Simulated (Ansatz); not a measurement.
# LiGeF3 (model cell, started as cubic perovskite with Ge in the octahedra): following an unstable mode, part 2 of 2

Aim: this structure of LiGeF3 (model cell, started as cubic perovskite with Ge in the octahedra) is to be tested for unstable modes, and one is followed downhill.

Ansatz 0.2.0; DFT r2SCAN, scalar-relativistic, plane waves, PAW; PAW set soft_1.

So far, highest frequency on the path or at a solved wavevector (cm⁻¹): step 2 (the dispersion) 426. Also lowest frequency on the path (cm⁻¹): step 2 -308.

The structure was built from a prototype and need not be the compound's stable phase.

## (6) Relaxing from the distorted cell

Starting from the lowest point found, all atoms and the cell are let go, so that strain and other modes of the same symmetry can join in.

input.yaml

```yaml
crystal:
  lattice:
    - [4.3400973773, 0.0, 0.0]
    - [0.0, 4.3400973773, 0.0]
    - [0.0, 0.0, 8.6801947546]
  atoms:
    - { symbol: Li, position: [0.0, 0.0, 0.0] }
    - { symbol: Li, position: [0.0, 0.0, 0.5] }
    - { symbol: Ge, position: [0.4911911245, 0.5088088755, 0.25] }
    - { symbol: Ge, position: [0.5088088755, 0.4911911245, 0.75] }
    - { symbol: F, position: [0.5, 0.5, 0.0] }
    - { symbol: F, position: [0.5, 0.5, 0.5] }
    - { symbol: F, position: [0.4806758326, -0.0711536818, 0.25] }
    - { symbol: F, position: [0.5193241674, 0.0711536818, 0.75] }
    - { symbol: F, position: [0.0711536818, 0.5193241674, 0.25] }
    - { symbol: F, position: [-0.0711536818, 0.4806758326, 0.75] }
kpoints:
  mp_grid: { grid: [6, 6, 4] }
hamiltonian:
  xc: r2scan
  pseudopotentials: { kind: paw, azcp: { folder: soft_1 } }
scf:
  occupations: { method: fixed }
output:
  forces: true
  stress: true
  eigenvalues: true
relax:
  adjacent_minimum: "off"
  f_tol: 0.002
  max_steps: 120
  cell: { stress_tol: 0.03 }
```

Started as:

```sh
$ ansatz run input.yaml --threads 8 --pin off --max-ram 16384MiB --backend cpu --events-out ev --progress --plain --runs-dir out
```

Numbers of over 12 decimals in the logs are rounded to 6 here.

Output:

```text
[...]
Crystal: 10 atoms, lattice volume = 163.504 Å³
Basis set: ecut = 500 eV, 4191 PW (Γ), exchange–correlation on 128×128×256 points (64 copies of the dense FFT grid, shifted against one another)
Bands: 48, of which v1, the nominal top of the filled ones, is band 38 counted from 1 (37 counted from 0)
Symmetry: 8 space group operations
[...]
k-points: 39 of 144
[...]
SCF iter   1: F=—  HF=-13883.095950 eV  |F-HF|=—  |Δ(HF+E_count)|=         —  Δρ=7.87e-2  dr2=1.14e1  dr2_τ=1.17e-1  ethr=3.10e-3  ⟨swp⟩=4.7  Hψ=6796  notcnv=0  defer=296
[...]
SCF iter  11: F=-13878.241296 eV  HF=-13878.241296 eV  |F-HF|=9.20e-10  |Δ(HF+E_count)|=   1.78e-7  Δρ=2.35e-6  dr2=7.64e-9  dr2_τ=2.73e-10  ethr=1.32e-10  ⟨swp⟩=11.8  Hψ=9203  notcnv=0
SCF 1 converged in 11 iterations: F = -13878.241296 eV  dr2 = 7.64e-9
[...]
relax step   1: F+E_penalty+E_count = -13878.24129629 eV  Δ(F+E_penalty+E_count) = +0.000e0 eV  max|allowed force component| = 9.815e-1 eV/Å  Δτ_max = 0.0000 Å  P = +3.892 GPa  Ω = 163.504 Å³  (11 SCF iters, dr2 threshold 1.00e-7 eV, accepted)
Crystal: 10 atoms, lattice volume = 172.161 Å³
Basis set: ecut = 500 eV, 4359 PW (Γ), exchange–correlation on 128×128×256 points (64 copies of the dense FFT grid, shifted against one another)
[...]
iter 1 solved again at ethr=8.53e-4 eV; its pass at ethr=3.10e-3 eV (dr2=6.48e-1 eV) is discarded
[...]
SCF iter   8: F=-13878.588324 eV  HF=-13878.588324 eV  |F-HF|=1.06e-7  |Δ(HF+E_count)|=   9.25e-7  Δρ=9.18e-6  dr2=1.75e-7  dr2_τ=4.53e-9  ethr=1.32e-9  ⟨swp⟩=10.1  Hψ=10198  notcnv=0
SCF 2 converged in 8 iterations: F = -13878.588324 eV  dr2 = 1.75e-7
[...]
relax step   2: F+E_penalty+E_count = -13878.58832368 eV  Δ(F+E_penalty+E_count) = -3.470e-1 eV  max|allowed force component| = 4.365e-1 eV/Å  Δτ_max = 0.1117 Å  P = +0.672 GPa  Ω = 172.161 Å³  energy of the carried Pulay correction = -5.249e-3 eV  (8 SCF iters, dr2 threshold 1.00e-6 eV, accepted)
Crystal: 10 atoms, lattice volume = 173.935 Å³
Basis set: ecut = 500 eV, 4401 PW (Γ), exchange–correlation on 128×128×256 points (64 copies of the dense FFT grid, shifted against one another)
[...]
SCF iter   8: F=-13878.873527 eV  HF=-13878.873527 eV  |F-HF|=1.03e-7  |Δ(HF+E_count)|=   1.13e-7  Δρ=1.78e-5  dr2=3.56e-7  dr2_τ=2.08e-8  ethr=1.32e-9  ⟨swp⟩=11.7  Hψ=9897  notcnv=0
SCF 3 converged in 8 iterations: F = -13878.873527 eV  dr2 = 3.56e-7
relax step   3: F+E_penalty+E_count = -13878.87352692 eV  Δ(F+E_penalty+E_count) = -2.852e-1 eV  max|allowed force component| = 1.097e-1 eV/Å  Δτ_max = 0.0951 Å  P = -0.925 GPa  Ω = 173.935 Å³  energy of the carried Pulay correction = -6.271e-3 eV  (8 SCF iters, dr2 threshold 1.00e-6 eV, accepted)
[... from here on, the SCF cycles and remarks between the steps are left out ...]
relax step   4: F+E_penalty+E_count = -13879.23011566 eV  Δ(F+E_penalty+E_count) = -3.566e-1 eV  max|allowed force component| = 1.059e-1 eV/Å  Δτ_max = 0.0719 Å  P = -1.598 GPa  Ω = 170.394 Å³  energy of the carried Pulay correction = -4.214e-3 eV  (8 SCF iters, dr2 threshold 1.00e-6 eV, accepted)
relax step   5: F+E_penalty+E_count = -13879.58485458 eV  Δ(F+E_penalty+E_count) = -3.547e-1 eV  max|allowed force component| = 1.221e-1 eV/Å  Δτ_max = 0.0630 Å  P = -1.814 GPa  Ω = 165.273 Å³  energy of the carried Pulay correction = -1.110e-3 eV  (8 SCF iters, dr2 threshold 1.00e-6 eV, accepted)
relax step   6: F+E_penalty+E_count = -13879.89249721 eV  Δ(F+E_penalty+E_count) = -3.076e-1 eV  max|allowed force component| = 1.561e-1 eV/Å  Δτ_max = 0.0459 Å  P = -0.988 GPa  Ω = 157.870 Å³  energy of the carried Pulay correction = +3.672e-3 eV  (8 SCF iters, dr2 threshold 1.00e-6 eV, accepted)
relax step   7: F+E_penalty+E_count = -13880.12563029 eV  Δ(F+E_penalty+E_count) = -2.331e-1 eV  max|allowed force component| = 2.197e-1 eV/Å  Δτ_max = 0.0619 Å  P = +0.410 GPa  Ω = 150.262 Å³  energy of the carried Pulay correction = +8.992e-3 eV  (7 SCF iters, dr2 threshold 1.00e-6 eV, accepted)
relax step   8: F+E_penalty+E_count = -13880.25114918 eV  Δ(F+E_penalty+E_count) = -1.255e-1 eV  max|allowed force component| = 1.451e-1 eV/Å  Δτ_max = 0.1020 Å  P = -0.309 GPa  Ω = 148.624 Å³  energy of the carried Pulay correction = +1.020e-2 eV  (7 SCF iters, dr2 threshold 1.00e-6 eV, accepted)
relax step   9: F+E_penalty+E_count = -13880.27287158 eV  Δ(F+E_penalty+E_count) = -2.172e-2 eV  max|allowed force component| = 6.800e-1 eV/Å  Δτ_max = 0.1729 Å  P = +1.507 GPa  Ω = 146.301 Å³  energy of the carried Pulay correction = +1.194e-2 eV  (7 SCF iters, dr2 threshold 1.00e-6 eV, accepted)
relax step  10: F+E_penalty+E_count = -13880.28380165 eV  Δ(F+E_penalty+E_count) = -1.093e-2 eV  max|allowed force component| = 1.281e-1 eV/Å  Δτ_max = 0.1026 Å  P = -0.655 GPa  Ω = 148.902 Å³  energy of the carried Pulay correction = +9.991e-3 eV  (9 SCF iters, dr2 threshold 1.00e-6 eV, accepted)
relax step  11: F+E_penalty+E_count = -13880.33946866 eV  Δ(F+E_penalty+E_count) = -5.567e-2 eV  max|allowed force component| = 1.349e-1 eV/Å  Δτ_max = 0.0316 Å  P = +0.518 GPa  Ω = 145.461 Å³  energy of the carried Pulay correction = +1.259e-2 eV  (7 SCF iters, dr2 threshold 1.00e-6 eV, accepted)
relax step  12: F+E_penalty+E_count = -13880.33973291 eV  Δ(F+E_penalty+E_count) = -2.642e-4 eV  max|allowed force component| = 8.843e-2 eV/Å  Δτ_max = 0.0405 Å  P = -0.493 GPa  Ω = 147.952 Å³  energy of the carried Pulay correction = +1.070e-2 eV  (6 SCF iters, dr2 threshold 1.00e-6 eV, accepted)
relax step  13: F+E_penalty+E_count = -13880.34345715 eV  Δ(F+E_penalty+E_count) = -3.724e-3 eV  max|allowed force component| = 2.380e-3 eV/Å  Δτ_max = 0.0106 Å  P = -0.019 GPa  Ω = 146.671 Å³  energy of the carried Pulay correction = +1.166e-2 eV  (6 SCF iters, dr2 threshold 1.00e-6 eV, accepted)
relax step  14: F+E_penalty+E_count = -13880.34349718 eV  Δ(F+E_penalty+E_count) = -4.003e-5 eV  max|allowed force component| = 3.173e-4 eV/Å  Δτ_max = 0.0008 Å  P = -0.003 GPa  Ω = 146.626 Å³  energy of the carried Pulay correction = +1.170e-2 eV  (6 SCF iters, dr2 threshold 3.38e-9 eV, accepted)
relax step  15: F+E_penalty+E_count = -13880.43291915 eV  Δ(F+E_penalty+E_count) = -8.942e-2 eV  max|allowed force component| = 8.664e-3 eV/Å  Δτ_max = 0.0000 Å  P = +0.890 GPa  Ω = 146.626 Å³  stress off target by 2.55e0 GPa  SCF on the basis re-selected at this cell (its energy is not comparable with the rows above)  (9 SCF iters)
relax step  16: F+E_penalty+E_count = -13880.47905588 eV  Δ(F+E_penalty+E_count) = -4.614e-2 eV  max|allowed force component| = 7.962e-2 eV/Å  Δτ_max = 0.0258 Å  P = +0.471 GPa  Ω = 149.244 Å³  energy of the carried Pulay correction = -1.647e-3 eV  (6 SCF iters, dr2 threshold 1.00e-6 eV, accepted)
relax step  17: F+E_penalty+E_count = -13880.52256192 eV  Δ(F+E_penalty+E_count) = -4.351e-2 eV  max|allowed force component| = 1.563e-2 eV/Å  Δτ_max = 0.0281 Å  P = +0.370 GPa  Ω = 153.488 Å³  energy of the carried Pulay correction = -4.214e-3 eV  (7 SCF iters, dr2 threshold 1.00e-6 eV, accepted)
relax step  18: F+E_penalty+E_count = -13880.53679746 eV  Δ(F+E_penalty+E_count) = -1.424e-2 eV  max|allowed force component| = 6.618e-2 eV/Å  Δτ_max = 0.0254 Å  P = +0.292 GPa  Ω = 157.639 Å³  energy of the carried Pulay correction = -6.618e-3 eV  (7 SCF iters, dr2 threshold 1.00e-6 eV, accepted)
relax step  19: F+E_penalty+E_count = -13880.53802202 eV  Δ(F+E_penalty+E_count) = -1.225e-3 eV  max|allowed force component| = 2.748e-2 eV/Å  Δτ_max = 0.0086 Å  P = +0.072 GPa  Ω = 159.413 Å³  energy of the carried Pulay correction = -7.620e-3 eV  (6 SCF iters, dr2 threshold 6.78e-7 eV, accepted)
relax step  20: F+E_penalty+E_count = -13880.53807058 eV  Δ(F+E_penalty+E_count) = -4.856e-5 eV  max|allowed force component| = 4.731e-3 eV/Å  Δτ_max = 0.0020 Å  P = +0.011 GPa  Ω = 159.682 Å³  energy of the carried Pulay correction = -7.760e-3 eV  (6 SCF iters, dr2 threshold 5.99e-8 eV, accepted)
relax step  21: F+E_penalty+E_count = -13880.53790680 eV  Δ(F+E_penalty+E_count) = +1.638e-4 eV  max|allowed force component| = 3.586e-3 eV/Å  Δτ_max = 0.0017 Å  P = -0.028 GPa  Ω = 159.974 Å³  energy of the carried Pulay correction = -7.930e-3 eV  (7 SCF iters, dr2 threshold 1.40e-9 eV, accepted)
relax step  22: F+E_penalty+E_count = -13880.53800037 eV  Δ(F+E_penalty+E_count) = -9.357e-5 eV  max|allowed force component| = 3.671e-3 eV/Å  Δτ_max = 0.0009 Å  P = +0.006 GPa  Ω = 159.836 Å³  energy of the carried Pulay correction = -7.848e-3 eV  (6 SCF iters, dr2 threshold 5.17e-9 eV, accepted)
relax step  23: F+E_penalty+E_count = -13880.53801115 eV  Δ(F+E_penalty+E_count) = -1.078e-5 eV  max|allowed force component| = 3.766e-4 eV/Å  Δτ_max = 0.0007 Å  P = +0.001 GPa  Ω = 159.820 Å³  energy of the carried Pulay correction = -7.840e-3 eV  (6 SCF iters, dr2 threshold 8.42e-10 eV, accepted)
relax step  24: F+E_penalty+E_count = -13880.54484986 eV  Δ(F+E_penalty+E_count) = -6.839e-3 eV  max|allowed force component| = 4.263e-3 eV/Å  Δτ_max = 0.0000 Å  P = +0.004 GPa  Ω = 159.820 Å³  stress off target by 4.08e-2 GPa  SCF on the basis re-selected at this cell (its energy is not comparable with the rows above)  (8 SCF iters)
relax step  25: F+E_penalty+E_count = -13880.54476412 eV  Δ(F+E_penalty+E_count) = +8.573e-5 eV  max|allowed force component| = 2.709e-4 eV/Å  Δτ_max = 0.0018 Å  P = +0.009 GPa  Ω = 160.099 Å³  energy of the carried Pulay correction = -1.692e-4 eV  (7 SCF iters, dr2 threshold 4.17e-9 eV, accepted)
relax step  26: F+E_penalty+E_count = -13880.54463360 eV  Δ(F+E_penalty+E_count) = +1.305e-4 eV  max|allowed force component| = 3.049e-4 eV/Å  Δτ_max = 0.0014 Å  P = +0.002 GPa  Ω = 160.352 Å³  energy of the carried Pulay correction = -3.225e-4 eV  (9 SCF iters, accepted)
[...]
SCF iter   4: F=-13880.544967 eV  HF=-13880.544967 eV  |F-HF|=7.09e-11  |Δ(HF+E_count)|=   1.67e-8  Δρ=2.39e-7  dr2=3.22e-11  dr2_τ=1.06e-11  ethr=1.00e-12  ⟨swp⟩=10.4  Hψ=10469  notcnv=0
SCF 27 converged in 4 iterations: F = -13880.544967 eV  dr2 = 3.22e-11
relax step  27: F+E_penalty+E_count = -13880.54496690 eV  Δ(F+E_penalty+E_count) = -3.333e-4 eV  max|allowed force component| = 2.912e-4 eV/Å  Δτ_max = 0.0000 Å  P = +0.001 GPa  Ω = 160.352 Å³  stress off target by 3.56e-3 GPa  SCF on the basis re-selected at this cell (its energy is not comparable with the rows above)  (4 SCF iters)
[...]
SCF converged after 4 iterations
Free energy (F): -13880.544967 eV
[...]
Internal energy: -13880.544967 eV  (E = F + TS)
E sigma→0 (E₀):  -13880.544967 eV
Fermi energy:    2.026694 eV
[...]
--- Forces (eV/Å), atoms counted from 1 ---
  atom   1  Li    -0.00000000     0.00000000     0.00000000
  atom   2  Li    -0.00000000     0.00000000     0.00000000
  atom   3  Ge    -0.00013370     0.00013370     0.00000000
  atom   4  Ge     0.00013370    -0.00013370     0.00000000
  atom   5  F      0.00000000     0.00000000    -0.00000000
  atom   6  F      0.00000000     0.00000000     0.00000000
  atom   7  F     -0.00029117     0.00016430     0.00000000
  atom   8  F      0.00029117    -0.00016430     0.00000000
  atom   9  F     -0.00016430     0.00029117     0.00000000
  atom  10  F      0.00016430    -0.00029117     0.00000000
  max |Σ_I F_I| component: 3.16e-30 eV/Å
--- Stress (GPa, compression-positive) ---
       -0.000739      -0.000157       0.000000
       -0.000157      -0.000739       0.000000
        0.000000       0.000000       0.003558
  P = ⅓ Tr σ = 0.0007 GPa (0.007 kbar)
--- Band table (eV; the first three rows and the last of 39) ---
  k-point 0: bands = [... 34 lower, -1.1819, -1.1752, -0.7615, 0.9554, 6.1490, 7.7286, 7.7628, 7.8989, ... 6 higher]
  k-point 1: bands = [... 34 lower, -1.1808, -1.1761, -0.5355, 0.6555, 6.4614, 7.5964, 7.7837, 7.8799, ... 6 higher]
  k-point 2: bands = [... 34 lower, -1.1784, -1.1784, 0.0241, 0.0241, 7.1060, 7.1060, 7.8328, 7.8328, ... 6 higher]
  k-point 38: bands = [... 34 lower, -1.4607, -1.4607, 0.5675, 0.5675, 6.3425, 6.3425, 7.5949, 7.5949, ... 6 higher]
--- Relaxed structure (24 steps of the walk, 24 accepted, 3 SCFs on fresh bases) ---
  F+E_penalty+E_count = -13880.54496690 eV   max|allowed force component| = 2.912e-4 eV/Å   (the final SCF, on the basis selected at the relaxed cell)
  cell:  # Å, volume = 160.3519 Å³
    - [4.564056, 1.576760, 0.0]
    - [1.576760, 4.564056, 0.0]
    - [0.0, 0.0, 8.741176]
  atoms:
    - { symbol: Li, position: [-7.815948012840055e-19, 2.4181662569489962e-18, 0] }
    - { symbol: Li, position: [-7.815948012840054e-19, 2.4181662569489955e-18, 0.5] }
    - { symbol: Ge, position: [0.535503, 0.464497, 0.25] }
    - { symbol: Ge, position: [0.464497, 0.535503, 0.75] }
    - { symbol: F, position: [0.5, 0.5, 0] }
    - { symbol: F, position: [0.5, 0.5, 0.5] }
    - { symbol: F, position: [0.366733, -0.079963, 0.25] }
    - { symbol: F, position: [0.633267, 0.079963, 0.75] }
    - { symbol: F, position: [0.079963, 0.633267, 0.25] }
    - { symbol: F, position: [-0.079963, 0.366733, 0.75] }
```

Wall time 96 s (8 threads of AMD EPYC 7B13 (Zen 3), shared host); peak memory 1.4 GiB.

Step by step (22 of 27):

| step | energy less that of the first step (eV) | largest force component (eV/Å) | pressure (GPa) | volume (Å³) |
| --- | --- | --- | --- | --- |
| 1 | 0.0000 | 0.9815 | 3.89 | 163.50 |
| 2 | -0.3470 | 0.4365 | 0.67 | 172.16 |
| 3 | -0.6322 | 0.1097 | -0.92 | 173.93 |
| 5 | -1.3436 | 0.1221 | -1.81 | 165.27 |
| 6 | -1.6512 | 0.1561 | -0.99 | 157.87 |
| 7 | -1.8843 | 0.2197 | 0.41 | 150.26 |
| 8 | -2.0099 | 0.1451 | -0.31 | 148.62 |
| 10 | -2.0425 | 0.1281 | -0.66 | 148.90 |
| 11 | -2.0982 | 0.1349 | 0.52 | 145.46 |
| 12 | -2.0984 | 0.0884 | -0.49 | 147.95 |
| 13 | -2.1022 | 0.0024 | -0.02 | 146.67 |
| 15* | -2.1916 | 0.0087 | 0.89 | 146.63 |
| 16 | -2.2378 | 0.0796 | 0.47 | 149.24 |
| 17 | -2.2813 | 0.0156 | 0.37 | 153.49 |
| 18 | -2.2955 | 0.0662 | 0.29 | 157.64 |
| 20 | -2.2968 | 0.0047 | 0.01 | 159.68 |
| 21 | -2.2966 | 0.0036 | -0.03 | 159.97 |
| 22 | -2.2967 | 0.0037 | 0.01 | 159.84 |
| 23 | -2.2967 | 0.0004 | 0.00 | 159.82 |
| 25 | -2.3035 | 0.0003 | 0.01 | 160.10 |
| 26 | -2.3033 | 0.0003 | 0.00 | 160.35 |
| 27* | -2.3037 | 0.0003 | 0.00 | 160.35 |

Relaxation steps marked * repeat the geometry before them on a plane-wave basis chosen anew for their cell, so energy and pressure can jump there. Other such steps can lie between the rows shown.

The run keeps the 8 symmetry operations that it works with, so distortions that break them were not tested.

```csv
cell as run,before,after,change
a (Å),4.340,4.829,+11.3 %
b (Å),4.340,4.829,+11.3 %
c (Å),8.680,8.741,+0.7 %
γ (°),90.00,51.88,-42.4 %
volume (Å³/atom),16.35,16.04,-1.9 %
```

The atoms that moved most (Å, as changes of fractional coordinates times the final cell):

| atom | dx | dy | dz | length |
| --- | --- | --- | --- | --- |
| F7 | -0.534 | -0.220 | 0.000 | 0.577 |
| F9 | 0.220 | 0.534 | 0.000 | 0.577 |
| F10 | -0.220 | -0.534 | 0.000 | 0.577 |
| F8 | 0.534 | 0.220 | 0.000 | 0.577 |
| Ge4 | -0.132 | 0.132 | 0.000 | 0.187 |
| Ge3 | 0.132 | -0.132 | 0.000 | 0.187 |

Numbers from this step:

* pressure: 6.93e-4 GPa
* gap on the k-mesh: 4.071 eV
* volume per atom: 16.04 Å³

The distorted start has space group Cmcm; the relaxation ends in Cmcm.

## (7) The new phase in its own primitive cell

The relaxed structure is symmetrised, reduced to its primitive cell and relaxed tightly, as its phonons need.

input.yaml, the sections that differ from step 6:

```yaml
crystal:
  lattice:
    - [4.3422129103, -2.1123372649, 0.0]
    - [4.3422129103, 2.1123372649, 0.0]
    - [0.0, 0.0, 8.7411758956]
  atoms:
    - { symbol: Li, position: [0.0, 0.0, 0.5] }
    - { symbol: Li, position: [0.0, 0.0, 0.0] }
    - { symbol: Ge, position: [0.5355031042, 0.4644968958, 0.75] }
    - { symbol: Ge, position: [0.4644968958, 0.5355031042, 0.25] }
    - { symbol: F, position: [0.5, 0.5, 0.5] }
    - { symbol: F, position: [0.5, 0.5, 0.0] }
    - { symbol: F, position: [0.3667334969, 0.9200369835, 0.75] }
    - { symbol: F, position: [0.6332665031, 0.0799630165, 0.25] }
    - { symbol: F, position: [0.0799630165, 0.6332665031, 0.75] }
    - { symbol: F, position: [0.9200369835, 0.3667334969, 0.25] }
relax:
  adjacent_minimum: "off"
  f_tol: 0.001
  max_steps: 60
  cell: { stress_tol: 0.01 }
# kpoints, hamiltonian, scf, output: as in step 6
```

Output:

```text
[...]
Crystal: 10 atoms, lattice volume = 160.352 Å³
Basis set: ecut = 500 eV, 4043 PW (Γ), exchange–correlation on 144×144×256 points (64 copies of the dense FFT grid, shifted against one another)
Bands: 48, of which v1, the nominal top of the filled ones, is band 38 counted from 1 (37 counted from 0)
Symmetry: 8 space group operations
[...]
k-points: 39 of 144
[...]
- { symbol: Ge, position: [0.535503, 0.464497, 0.750000] }
    - { symbol: Ge, position: [0.464497, 0.535503, 0.250000] }
    - { symbol: F, position: [0.500000, 0.500000, 0.500000] }
    - { symbol: F, position: [0.500000, 0.500000, 0.0] }
    - { symbol: F, position: [0.366733, 0.920037, 0.750000] }
    - { symbol: F, position: [0.633267, 0.079963, 0.250000] }
    - { symbol: F, position: [0.079963, 0.633267, 0.750000] }
    - { symbol: F, position: [0.920037, 0.366733, 0.250000] }
[key lines of the parts left out:]
SCF converged after 5 iterations
Free energy (F): -13880.544967 eV
Fermi energy:    2.026696 eV
P = ⅓ Tr σ = 0.0007 GPa (0.007 kbar)
```

It took 8.3 s on 8 threads; peak memory 1.3 GiB.

Little changed from the start: no atom moved by 0.005 Å and no cell edge by 0.1 %.

This step gave:

```yaml
pressure: 7.08e-4 GPa
direct_gap_on_mesh: 4.184 eV
```

The largest force component left is 0.32 meV/Å and the pressure is 0.001 GPa, within the tolerances set. The cell now holds 16.04 Å³/atom.

## (8) Summary of results

```
unstable mode of the parent                                                      : q = (0, 0, -0.5), 296i cm⁻¹
depth at the lowest point sampled                                                : 45.9 meV/atom
largest atomic shift at that point                                               : 0.32 Å
space group reached (within 0.01 Å)                                              : Cmcm
energy gained over the parent (first relaxation, on the mesh of the frozen mode) : 276 meV/atom
volume per atom, phase reached                                                   : 16.0 Å³
gap on the k-mesh, phase reached                                                 : 4.07 eV
```

What this shows: Along this mode the structure falls into Cmcm, 276 meV/atom below the parent. At the parent's cell the well is 45.91 meV/atom deep on the steps tried, with its lowest point at a shift of 0.32 Å. Relaxing atoms and cell changes the gain by +230.37 meV/atom against the lowest step (energies at zero smearing). Most of the total comes from this relaxation. The modes of the phase reached were not computed on this path. Of the 6 patterns followed to their end from this parent, this one ends 87.1 meV/atom above the lowest, R3m. Each path keeps the symmetry of its pattern, so a lower phase may lie along a pattern not tried. The q mesh stands for a supercell only 8.7 Å across, so branches between the solved wavevectors are rough. The starting cell was built on a prototype and not taken from a measurement, so the phase need not exist.

[Logs are printed without paths, hosts, clocks, repeated set-up lines and the standing remarks that a program may print on its own settings, such as how far it seeks lower states.]

[Hosts, paths, dates, database ids (printed as entryN), source tags and the programs' standing remarks are cut or masked in the printed files.]
